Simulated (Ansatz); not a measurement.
# KNiBr3, from a guessed structure to a relaxed one

Starting from a made-up structure for KNiBr3, the aim is the relaxed cell, its shortest contacts and, where a second run follows, its electronic structure.

Method: DFT, PBEsol, plane-wave PAW, files of the set soft_1, scalar-relativistic, ferromagnetic start, cell and ions relaxed at zero pressure; PAW set soft_1, in Ansatz 0.2.0.

**1. Starting point**

The structure is monoclinic, space group Pm (No. 6). The conventional cell has a = 5.159 Å, b = 5.202 Å, c = 5.182 Å, α = 90.00°, β = 90.14°, γ = 90.00°. Br has 2 Ni at 2.52 to 2.67 Å and 4 K at 3.61 to 3.72 Å nearest. Nearest to Br lie 2 Ni at 2.58 to 2.59 Å and 4 K at 3.61 to 3.73 Å. Nearest to Br lie 2 Ni at 2.60 Å and 4 K at 3.63 to 3.69 Å. Ni has 6 Br at 2.52 to 2.67 Å nearest. K has 12 Br at 3.61 to 3.73 Å nearest. Farther neighbours and most contacts between anions are not listed.

**2. Relaxation of the guess**

The guessed cell has no reason to be at equilibrium. It is relaxed with the atoms, within the space group of the guess.

Contents of input.yaml:

```yaml
crystal:
  lattice:
    - [5.159, 0.0, 0.0]
    - [0.0, 5.202, 0.0]
    - [-0.012662002, 0.0, 5.18198453]
  atoms:
    - { symbol: Br, position: [0.4989, 0.5, 0.0037] }
    - { symbol: Br, position: [0.975, 0.5, 0.4863] }
    - { symbol: Br, position: [0.4881, 0.0, 0.4994] }
    - { symbol: Ni, position: [0.4738, 0.5, 0.5183], spin: 1.0 }
    - { symbol: K, position: [0.9841, 0.0, 0.003] }
magnetization:
  spin_polarized: true
kpoints:
  mp_grid: { grid: [5, 5, 5] }
scf:
  occupations: { method: fermi_dirac, width: 0.05 }
hamiltonian:
  xc: pbesol
  pseudopotentials: { kind: paw, azcp: { folder: soft_1 }, xc_functional: pbe }
relax:
  f_tol: 0.015
  max_steps: 70
  cell: {}
output:
  forces: true
  stress: true
```

Started as:

```bash
ansatz run input.yaml --threads 4 --pin off --max-ram 8192MiB --backend cpu --events-out ev --progress --plain --runs-dir out
```

Numbers of over 12 decimals in the logs are rounded to 6 here.

Log:

```text
Engine: ansatz 0.2.0, aarch64-unknown-linux-gnu
Pseudopotentials: kind: paw
Pseudopotential: Br, paw, valence charge 7, recommended cutoff 420 eV (normal), soft_1/Br.paw.azcp
Pseudopotential: Ni, paw, valence charge 18, recommended cutoff 420 eV (normal), soft_1/Ni.paw.azcp
Pseudopotential: K, paw, valence charge 9, recommended cutoff 420 eV (normal), soft_1/K.paw.azcp
Functional definition: PBEsol
  exchange = pbesol_x
  correlation = pbesol_c
Crystal: 5 atoms, lattice volume = 139.070 Å³
Basis set: ecut = 420 eV, 2749 PW (Γ), exchange–correlation on 72×72×72 points (8 copies of the dense FFT grid, shifted against one another)
Bands: 30, of which v1, the nominal top of the filled ones, is band 24 counted from 1 (23 counted from 0)
Symmetry: 2 space group operations
Space group: Pm (ITA 6), of the structure as read, at distance tolerance 5.2e-5 Å
Magnetic group: BNS 6.18 (UNI 25), of the structure as read, at distance tolerance 5.2e-5 Å
k-points: 39 of 125 (time reversal used)
Non-local potential: Br, projectors of the file, l = 0: 2, l = 1: 2, l = 2: 2
Non-local potential: Ni, projectors of the file, l = 0: 3, l = 1: 2, l = 2: 3, l = 3: 1
Non-local potential: K, projectors of the file, l = 0: 3, l = 1: 2, l = 2: 2
PAW form: soft (Blöchl's): semilocal exchange-correlation on the pseudo side does not see the compensation charge
PAW frozen core: Br, regenerated for the run's functional, and the local potential with it (the file was generated under x = pbe(κ = 0.804, μ = 0.219515), c = pbe(β = 0.066725))
PAW frozen core: Ni, regenerated for the run's functional, and the local potential with it (the file was generated under x = pbe(κ = 0.804, μ = 0.219515), c = pbe(β = 0.066725))
PAW frozen core: K, regenerated for the run's functional, and the local potential with it (the file was generated under x = pbe(κ = 0.804, μ = 0.219515), c = pbe(β = 0.066725))
PAW one-centre angular grid: Br, 110 points (default); XC on 64 Gauss nodes
PAW one-centre angular grid: Ni, 590 points (default); XC on 64 Gauss nodes
PAW one-centre angular grid: K, 110 points (default); XC on 64 Gauss nodes
Initial density: superposition of atomic densities (chi_scale 0.1, normalization cell, long waves kept (reshape's long-wave potential 0.00 eV rms))
Starting moments: Σ|m| = 1 μB on 1 of 5 sites
Initial wavefunctions: pseudopotential atomic-orbital guess
Functional: x = pbesol(κ = 0.804, μ = 0.123457), c = pbesol(β = 0.046)
SCF iter   1: F=—  HF=-15534.918805 eV  |F-HF|=—  |Δ(HF+E_count)|=         —  Δρ=8.47e-2 (↑5.55e-2 ↓8.47e-2)  dr2=2.33e1  dr2_m=3.00e-1  M=0.923 μB ∫|m|=0.925 μB  β_m=0.30  ethr=3.10e-3  ⟨swp⟩=8.0  Hψ=11315  notcnv=0
Mixer restart at iter 1: flushing history
preconditioner: auto → Kerker (q_TF=auto, 2.285 Å⁻¹)  [metal: Δε(μ)=0.045 eV  Ē_g=10.396 eV  σ=0.050 eV  W_gap=0.21  n_scr=26 (ndim 8)  ℏωp=19.4 eV  f_vac=0.005  D(μ)=4.30/eV (n_scr^D=26)]
spin=Collinear: Kerker preconditioning applied to the charge; magnetization (m = ρ↑ − ρ↓) channel mixes plain (no charge-response kernel on spin).
SCF iter   2: F=—  HF=-15535.125462 eV  |F-HF|=—  |Δ(HF+E_count)|=   2.07e-1  Δρ=1.87e-2 (↑1.47e-2 ↓1.87e-2)  dr2=1.88e0  dr2_m=2.76e-2  M=0.956 μB ∫|m|=0.958 μB  β_m=0.31  ethr=3.10e-3  ⟨swp⟩=3.9  Hψ=6585  notcnv=0  defer=76
SCF iter   3: F=—  HF=-15534.732737 eV  |F-HF|=—  |Δ(HF+E_count)|=   3.93e-1  Δρ=1.47e-2 (↑9.99e-3 ↓1.47e-2)  dr2=1.28e0  dr2_m=2.28e-2  M=0.910 μB ∫|m|=0.913 μB  β_m=0.51  ethr=3.10e-3  ⟨swp⟩=2.7  Hψ=3604  notcnv=0  defer=80
SCF iter   4: F=—  HF=-15534.465016 eV  |F-HF|=—  |Δ(HF+E_count)|=   2.68e-1  Δρ=7.67e-3 (↑7.67e-3 ↓7.13e-3)  dr2=2.41e-1  dr2_m=1.84e-4  M=0.892 μB ∫|m|=0.897 μB  β_m=0.75  ethr=2.67e-3  ⟨swp⟩=3.2  Hψ=5329  notcnv=0  defer=82
SCF iter   5: F=—  HF=-15534.443969 eV  |F-HF|=—  |Δ(HF+E_count)|=         —  Δρ=2.19e-3 (↑2.19e-3 ↓1.82e-3)  dr2=3.18e-2  dr2_m=2.05e-3  M=0.913 μB ∫|m|=0.918 μB  β_m=0.75  ethr=5.03e-4  ⟨swp⟩=3.8  Hψ=4065  notcnv=0  defer=78
Mixer restart at iter 5: flushing history
SCF iter   6: F=—  HF=-15534.438012 eV  |F-HF|=—  |Δ(HF+E_count)|=   5.96e-3  Δρ=1.18e-3 (↑1.18e-3 ↓9.37e-4)  dr2=1.63e-2  dr2_m=9.69e-5  M=0.909 μB ∫|m|=0.913 μB  β_m=0.88  ethr=6.62e-5  ⟨swp⟩=2.2  Hψ=2767  notcnv=0  defer=78
SCF iter   7: F=—  HF=-15534.433673 eV  |F-HF|=—  |Δ(HF+E_count)|=   4.34e-3  Δρ=1.23e-3 (↑9.95e-4 ↓1.23e-3)  dr2=6.92e-3  dr2_m=2.29e-5  M=0.910 μB ∫|m|=0.914 μB  β_m=0.82  ethr=3.41e-5  ⟨swp⟩=3.0  Hψ=4297  notcnv=0  defer=80
SCF iter   8: F=—  HF=-15534.433118 eV  |F-HF|=—  |Δ(HF+E_count)|=   5.56e-4  Δρ=1.36e-3 (↑5.91e-4 ↓1.36e-3)  dr2=3.97e-3  dr2_m=2.23e-4  M=0.900 μB ∫|m|=0.905 μB  β_m=0.71  ethr=1.44e-5  ⟨swp⟩=2.0  Hψ=4423  notcnv=0  defer=78
SCF iter   9: F=—  HF=-15534.432101 eV  |F-HF|=—  |Δ(HF+E_count)|=   1.02e-3  Δρ=2.17e-4 (↑2.17e-4 ↓1.88e-4)  dr2=6.28e-4  dr2_m=8.44e-7  M=0.905 μB ∫|m|=0.909 μB  β_m=0.73  ethr=8.28e-6  ⟨swp⟩=2.2  Hψ=3862  notcnv=0  defer=78
SCF iter  10: F=—  HF=-15534.431949 eV  |F-HF|=—  |Δ(HF+E_count)|=   1.52e-4  Δρ=1.59e-4 (↑1.24e-4 ↓1.59e-4)  dr2=1.24e-4  dr2_m=1.92e-5  M=0.902 μB ∫|m|=0.906 μB  β_m=0.87  ethr=1.31e-6  ⟨swp⟩=1.3  Hψ=2775  notcnv=0  defer=78
SCF iter  11: F=—  HF=-15534.431914 eV  |F-HF|=—  |Δ(HF+E_count)|=   3.45e-5  Δρ=1.31e-4 (↑2.64e-5 ↓1.31e-4)  dr2=2.51e-5  dr2_m=5.78e-6  M=0.900 μB ∫|m|=0.904 μB  β_m=0.93  ethr=2.59e-7  ⟨swp⟩=2.2  Hψ=3254  notcnv=0  defer=78
SCF iter  12: F=—  HF=-15534.431825 eV  |F-HF|=—  |Δ(HF+E_count)|=   8.97e-5  Δρ=1.22e-5 (↑5.72e-6 ↓1.22e-5)  dr2=7.94e-7  dr2_m=3.44e-8  M=0.899 μB ∫|m|=0.904 μB  β_m=0.97  ethr=5.24e-8  ⟨swp⟩=2.0  Hψ=3589  notcnv=0  defer=78
SCF iter  13: F=—  HF=-15534.431825 eV  |F-HF|=—  |Δ(HF+E_count)|=   2.13e-7  Δρ=1.02e-5 (↑2.79e-6 ↓1.02e-5)  dr2=1.95e-7  dr2_m=3.51e-8  M=0.899 μB ∫|m|=0.903 μB  β_m=0.98  ethr=1.65e-9  ⟨swp⟩=2.6  Hψ=3595  notcnv=0  defer=78
SCF iter  14: F=-15534.431825 eV  HF=-15534.431825 eV  |F-HF|=2.20e-8  |Δ(HF+E_count)|=   9.10e-8  Δρ=4.07e-6 (↑1.44e-6 ↓4.07e-6)  dr2=3.80e-8  dr2_m=2.80e-9  M=0.899 μB ∫|m|=0.903 μB  ethr=2.08e-10  ⟨swp⟩=2.9  Hψ=8890  notcnv=0
SCF 1 converged in 14 iterations: F = -15534.431825 eV  dr2 = 3.80e-8
  greatest PAW one-centre occupation: 1.001 electrons in one spin orbital (limit 2), on the Ni atom at site 3 (counted from 0), in its partial waves of l = 1
relax step   1: F+E_penalty+E_count = -15534.43182486 eV  Δ(F+E_penalty+E_count) = +0.000e0 eV  max|allowed force component| = 1.528e-1 eV/Å  Δτ_max = 0.0000 Å  P = -3.715 GPa  Ω = 139.070 Å³  (14 SCF iters, dr2 threshold 1.00e-7 eV, accepted)
Crystal: 5 atoms, lattice volume = 127.559 Å³
[...]
relax step   4: F+E_penalty+E_count = -15534.66514100 eV  Δ(F+E_penalty+E_count) = -9.876e-4 eV  max|allowed force component| = 2.393e-3 eV/Å  Δτ_max = 0.0149 Å  P = -0.018 GPa  Ω = 122.411 Å³  energy of the carried Pulay correction = +1.564e-3 eV  (9 SCF iters, dr2 threshold 1.41e-7 eV, accepted)
[...]
relax step   5: F+E_penalty+E_count = -15534.66518489 eV  Δ(F+E_penalty+E_count) = -4.389e-5 eV  max|allowed force component| = 3.993e-4 eV/Å  Δτ_max = 0.0029 Å  P = +0.001 GPa  Ω = 122.350 Å³  energy of the carried Pulay correction = +1.570e-3 eV  (8 SCF iters, dr2 threshold 1.04e-8 eV, accepted)
Initial wavefunctions: pseudopotential atomic-orbital guess (no wavefunctions were taken with the density)
iter 1 solved again at ethr=3.16e-7 eV; its pass at ethr=3.10e-3 eV (dr2=1.52e-4 eV) is discarded
SCF iter   1: F=—  HF=-15534.663216 eV  |F-HF|=—  |Δ(HF+E_count)|=         —  Δρ=2.83e-4 (↑6.24e-5 ↓2.83e-4)  dr2=8.67e-5  dr2_m=1.83e-5  M=0.490 μB ∫|m|=0.492 μB  β_m=0.65  ethr=3.16e-7  ⟨swp⟩=3.0  Hψ=18011  notcnv=0
preconditioner: auto → Kerker (q_TF=auto, 2.151 Å⁻¹)  [metal: Δε(μ)=0.075 eV  Ē_g=11.137 eV  σ=0.050 eV  W_gap=0.34  n_scr=18 (ndim 8)  ℏωp=20.7 eV  f_vac=0.018  D(μ)=2.64/eV (n_scr^D=18)]
spin=Collinear: Kerker preconditioning applied to the charge; magnetization (m = ρ↑ − ρ↓) channel mixes plain (no charge-response kernel on spin).
SCF iter   2: F=—  HF=-15534.663201 eV  |F-HF|=—  |Δ(HF+E_count)|=   1.50e-5  Δρ=9.33e-5 (↑9.15e-5 ↓9.33e-5)  dr2=2.47e-6  dr2_m=8.59e-6  M=0.491 μB ∫|m|=0.493 μB  β_m=0.63  ethr=1.81e-7  ⟨swp⟩=2.0  Hψ=2764  notcnv=0
SCF iter   3: F=—  HF=-15534.663212 eV  |F-HF|=—  |Δ(HF+E_count)|=   1.14e-5  Δρ=5.61e-5 (↑2.67e-5 ↓5.61e-5)  dr2=4.13e-6  dr2_m=2.87e-7  M=0.491 μB ∫|m|=0.493 μB  β_m=0.56  ethr=5.15e-9  ⟨swp⟩=2.0  Hψ=4251  notcnv=0
SCF iter   4: F=—  HF=-15534.663210 eV  |F-HF|=—  |Δ(HF+E_count)|=   1.70e-6  Δρ=4.17e-5 (↑4.17e-5 ↓3.53e-5)  dr2=4.80e-6  dr2_m=1.77e-8  M=0.491 μB ∫|m|=0.493 μB  β_m=0.60  ethr=5.15e-9  ⟨swp⟩=2.0  Hψ=4251  notcnv=0
SCF iter   5: F=—  HF=-15534.663216 eV  |F-HF|=—  |Δ(HF+E_count)|=   5.81e-6  Δρ=4.42e-5 (↑1.70e-5 ↓4.42e-5)  dr2=3.59e-6  dr2_m=2.17e-7  M=0.491 μB ∫|m|=0.493 μB  β_m=0.80  ethr=5.15e-9  ⟨swp⟩=2.0  Hψ=2958  notcnv=0
SCF iter   6: F=—  HF=-15534.663220 eV  |F-HF|=—  |Δ(HF+E_count)|=   3.38e-6  Δρ=4.67e-5 (↑5.10e-6 ↓4.67e-5)  dr2=2.03e-6  dr2_m=6.73e-7  M=0.490 μB ∫|m|=0.492 μB  β_m=0.88  ethr=5.15e-9  ⟨swp⟩=2.0  Hψ=3064  notcnv=0
SCF iter   7: F=—  HF=-15534.663220 eV  |F-HF|=—  |Δ(HF+E_count)|=   6.86e-7  Δρ=2.56e-5 (↑1.01e-5 ↓2.56e-5)  dr2=1.29e-6  dr2_m=7.00e-8  M=0.489 μB ∫|m|=0.491 μB  β_m=0.32  ethr=4.22e-9  ⟨swp⟩=1.5  Hψ=2528  notcnv=0
SCF iter   8: F=—  HF=-15534.663221 eV  |F-HF|=—  |Δ(HF+E_count)|=   3.15e-7  Δρ=4.96e-6 (↑4.96e-6 ↓3.63e-6)  dr2=2.26e-8  dr2_m=5.80e-9  M=0.488 μB ∫|m|=0.491 μB  β_m=0.73  ethr=2.68e-9  ⟨swp⟩=2.0  Hψ=3117  notcnv=0
SCF iter   9: F=—  HF=-15534.663222 eV  |F-HF|=—  |Δ(HF+E_count)|=   1.84e-6  Δρ=6.02e-6 (↑1.05e-6 ↓6.02e-6)  dr2=3.68e-8  dr2_m=1.08e-8  M=0.487 μB ∫|m|=0.489 μB  β_m=0.73  ethr=4.71e-11  ⟨swp⟩=3.0  Hψ=5244  notcnv=0
SCF iter  10: F=—  HF=-15534.663223 eV  |F-HF|=—  |Δ(HF+E_count)|=   2.12e-7  Δρ=3.05e-7 (↑3.05e-7 ↓2.34e-7)  dr2=3.60e-10  dr2_m=7.06e-12  M=0.486 μB ∫|m|=0.489 μB  β_m=0.87  ethr=4.71e-11  ⟨swp⟩=2.5  Hψ=4760  notcnv=0
SCF iter  11: F=—  HF=-15534.663223 eV  |F-HF|=—  |Δ(HF+E_count)|=  3.15e-10  Δρ=8.55e-7 (↑1.06e-7 ↓8.55e-7)  dr2=7.78e-10  dr2_m=2.14e-10  M=0.486 μB ∫|m|=0.489 μB  β_m=0.87  ethr=1.00e-12  ⟨swp⟩=2.4  Hψ=3413  notcnv=0
SCF iter  12: F=—  HF=-15534.663223 eV  |F-HF|=—  |Δ(HF+E_count)|=   1.24e-9  Δρ=3.27e-7 (↑4.80e-8 ↓3.27e-7)  dr2=1.48e-10  dr2_m=2.48e-11  M=0.486 μB ∫|m|=0.489 μB  β_m=0.93  ethr=1.00e-12  ⟨swp⟩=2.0  Hψ=3803  notcnv=0
SCF iter  13: F=—  HF=-15534.663223 eV  |F-HF|=—  |Δ(HF+E_count)|=  2.29e-10  Δρ=1.38e-7 (↑2.47e-8 ↓1.38e-7)  dr2=2.91e-11  dr2_m=3.87e-12  M=0.486 μB ∫|m|=0.489 μB  β_m=0.77  ethr=1.00e-12  ⟨swp⟩=2.0  Hψ=3104  notcnv=0
SCF iter  14: F=—  HF=-15534.663223 eV  |F-HF|=—  |Δ(HF+E_count)|=  4.18e-11  Δρ=1.64e-7 (↑5.92e-8 ↓1.64e-7)  dr2=5.58e-11  dr2_m=3.16e-12  M=0.486 μB ∫|m|=0.489 μB  β_m=0.78  ethr=1.00e-12  ⟨swp⟩=1.4  Hψ=2411  notcnv=0
SCF iter  15: F=-15534.663223 eV  HF=-15534.663223 eV  |F-HF|=0.00e0  |Δ(HF+E_count)|=  9.09e-12  Δρ=1.01e-8 (↑5.74e-9 ↓1.01e-8)  dr2=2.18e-13  dr2_m=5.74e-15  M=0.486 μB ∫|m|=0.489 μB  ethr=1.00e-12  ⟨swp⟩=3.0  Hψ=7328  notcnv=0
SCF 6 converged in 15 iterations: F = -15534.663223 eV  dr2 = 2.18e-13
relax step   6: F+E_penalty+E_count = -15534.66322257 eV  Δ(F+E_penalty+E_count) = +1.962e-3 eV  max|allowed force component| = 4.116e-4 eV/Å  Δτ_max = 0.0000 Å  P = +0.008 GPa  Ω = 122.350 Å³  stress off target by 8.86e-3 GPa  SCF on the basis re-selected at this cell (its energy is not comparable with the rows above)  (15 SCF iters)
basis re-selected at this cell: Δ(F+E_penalty+E_count) = +1.962e-3 eV, ΔP = +0.006 GPa vs the last step (what re-selecting the basis moved, of the pressure what is left beyond the Pulay correction that the steps carried, after the strain that the cell walked since its last selection, with what the two solves' SCF thresholds leave and, on support functions, any second-order correction that the steps lacked; it is no m [...]
SCF converged after 15 iterations
Magnetization: 0.4863 μB (24.2431 up, 23.7569 down)
Absolute magnetization: 0.4875 μB (∫|ρ↑−ρ↓|, with the PAW one-centre terms)
Spin contamination: 0.0043 ħ² per cell (⟨S²⟩ above its minimum at these occupations)
Per-site moments (μB) at R_I (Å): [(0.025049, 1.023929), (0.025056, 1.023877), (0.025056, 1.023895), (0.374171, 1.023877), (-0.000124362, 1.447865)]
Free energy (F): -15534.663223 eV
Harris-Foulkes:  -15534.663223 eV  (|F-HF|=0.00e0)
Internal energy: -15534.642296 eV  (E = F + TS)
E sigma→0 (E₀):  -15534.652759 eV
Entropy (-TS):   -0.020927 eV (-4.185 meV/atom)
Fermi energy:    5.563498 eV
--- Per-component energies (eV) ---
  E_band       = -598.374092
  E_kinetic    = 989.100895
  E_local      = -6113.535688  (includes V_loc(G=0)·N_el)
  E_nonlocal   = 58.855968
  E_hartree    = 2876.274254
  E_xc         = -829.467652
  E_vxc        = -635.275500  (∫ρ·V_xc dr)
  E_paw        = -9195.303640  (= ΣΔE_a)
  E_vpaw       = -650.069111  (= ΣTr[D̂ρ^β])
  E_aug_tail   = 0.000883  (compensation charges beyond the density's cutoff)
  E_ewald      = -3321.149302
  E_core_change = 0.581987  (= ΣΔE_core)
  E_smearing   = -0.020927  (= −TS)
  E_closure    = 0.000000  (closes the sum)
  Σ components = -15534.663223   (vs F -15534.663223, Δ=0.00e0)
--- Forces (eV/Å), atoms counted from 1 ---
  atom   1  Br    -0.00002071    -0.00000000    -0.00038511
  atom   2  Br    -0.00003078     0.00000000     0.00003647
  atom   3  Br     0.00002218     0.00000000    -0.00000015
  atom   4  Ni     0.00005804     0.00000000    -0.00006279
  atom   5  K     -0.00002875     0.00000000     0.00041159
  max |Σ_I F_I| component: 1.45e-8 eV/Å
--- Stress (GPa, compression-positive) ---
        0.008837       0.000000       0.000256
        0.000000       0.008432       0.000000
        0.000256       0.000000       0.005946
  P = ⅓ Tr σ = 0.0077 GPa (0.077 kbar)
--- Relaxed structure (5 steps of the walk, 5 accepted, 1 SCFs on fresh bases) ---
  F+E_penalty+E_count = -15534.66322257 eV   max|allowed force component| = 4.116e-4 eV/Å   (the final SCF, on the basis selected at the relaxed cell)
  cell:  # Å, volume = 122.3499 Å³
    - [4.964290, 4.7784925266276335e-17, 0.00604433]
    - [4.818321016382429e-17, 4.964337, -5.3448339803361056e-17]
    - [-0.00611286, -5.3359970380365444e-17, 4.964604]
  atoms:
    - { symbol: Br, position: [0.483987, 0.5, 0.00219371] }
    - { symbol: Br, position: [0.983977, 0.5, 0.502132] }
    - { symbol: Br, position: [0.483975, 4.548903025021849e-19, 0.502142] }
    - { symbol: Ni, position: [0.483973, 0.5, 0.502204] }
    - { symbol: K, position: [0.983988, 0, 0.00202834] }
```

It took 70 s on 4 threads of Arm Neoverse V1, shared host; peak memory 0.58 GiB.

The steps of the relaxation:

| step | energy less that of the first step (eV) | largest force component (eV/Å) | pressure (GPa) | volume (Å³) |
| --- | --- | --- | --- | --- |
| 1 | 0.0000 | 0.1528 | -3.71 | 139.07 |
| 2 | -0.2039 | 0.1085 | -1.39 | 127.56 |
| 3 | -0.2323 | 0.0349 | 0.10 | 122.07 |
| 4 | -0.2333 | 0.0024 | -0.02 | 122.41 |
| 5 | -0.2334 | 0.0004 | 0.00 | 122.35 |
| 6* | -0.2314 | 0.0004 | 0.01 | 122.35 |

Relaxation steps marked * repeat the geometry before them on a plane-wave basis chosen anew for their cell, so energy and pressure can jump there.

The run keeps the 2 symmetry operations that it works with, so distortions that break them were not tested.

| cell as run | before | after | change |
| --- | --- | --- | --- |
| a (Å) | 5.159 | 4.964 | -3.8 % |
| b (Å) | 5.202 | 4.964 | -4.6 % |
| c (Å) | 5.182 | 4.965 | -4.2 % |
| β (°) | 90.14 | 90.00 | -0.2 % |
| volume (Å³/atom) | 27.81 | 24.47 | -12.0 % |

The atoms that moved most (Å, as changes of fractional coordinates times the final cell):

| atom | dx | dy | dz | length |
| --- | --- | --- | --- | --- |
| Ni4 | 0.051 | 0.000 | -0.080 | 0.095 |
| Br2 | 0.044 | 0.000 | 0.079 | 0.090 |
| Br1 | -0.074 | 0.000 | -0.008 | 0.074 |
| Br3 | -0.020 | 0.000 | 0.014 | 0.025 |

Final coordinates:

```
Br Ni K
1.0
     4.96429    0.00000    0.00604
     0.00000    4.96434    0.00000
    -0.00611    0.00000    4.96460
Br Ni K
3 1 1
Cartesian
  2.4026 2.4822 0.0138
  4.8817 2.4822 2.4988
  2.3995 0.0000 2.4959
  2.3995 2.4822 2.4962
  4.8848 0.0000 0.0160
```

Numbers from this step:

```yaml
free_energy: -15534.6632 eV
energy_at_zero_smearing: -15534.6528 eV
smearing_term_ts: 0.02093 eV
fermi_energy: 5.563 eV
magnetization: 0.4863 μB
absolute_magnetization: 0.4875 μB
site_moments: 0.02505, 0.02506, 0.02506, 0.3742, -1.24e-4 μB
electrons: 48
symmetry_operations: 2
pressure: 0.007738 GPa
```

Site moment by atom:

| atom | site moment (μB) |
| --- | --- |
| Br1 | 0.025 |
| Br2 | 0.025 |
| Br3 | 0.025 |
| Ni4 | 0.374 |
| K5 | 0.000 |

Shortest distances by pair of elements, guess and relaxed (not always the same contact):

| pair | guess (Å) | relaxed (Å) |
| --- | --- | --- |
| Br–Ni | 2.518 | 2.482 |
| Br–K | 3.610 | 3.510 |
| Br–Br | 3.501 | 3.510 |
| K–Ni | 4.414 | 4.299 |
| Ni–Ni | 5.159 | 4.964 |

The relaxation ends with a largest force component of 4.1e-4 eV/Å and a pressure of 0.01 GPa.

**3. What came out**

```
space group, relaxed : Pm-3m
conventional cell    : a = 4.964, b = 4.964, c = 4.964 Å; α = 90.0°, β = 90.0°, γ = 90.0°
volume per atom      : 24.47 Å³ (guess 27.81)
total moment         : 0.49 μB in the cell of 5 atoms
```

What this shows: KNiBr3 relaxes to Pm-3m with a = 4.964, b = 4.964 and c = 4.964 Å. The guessed volume was 14 % too large. The symmetry rose from Pm to Pm-3m, so the distortion of the structure type doesn't survive with these elements. The input starts from parallel moments, and no other start was typed. Mesh and cutoff weren't tested. No dispersion term is used, so weakly bound directions may come out too long. Nothing here tests whether the compound is stable against decomposition.

[Logs are printed without paths, hosts, clocks, repeated set-up lines and the standing remarks that a program may print on its own settings, such as how far it seeks lower states.]

[Hosts, paths, dates, database ids (printed as entryN), source tags and the programs' standing remarks are cut or masked in the printed files.]
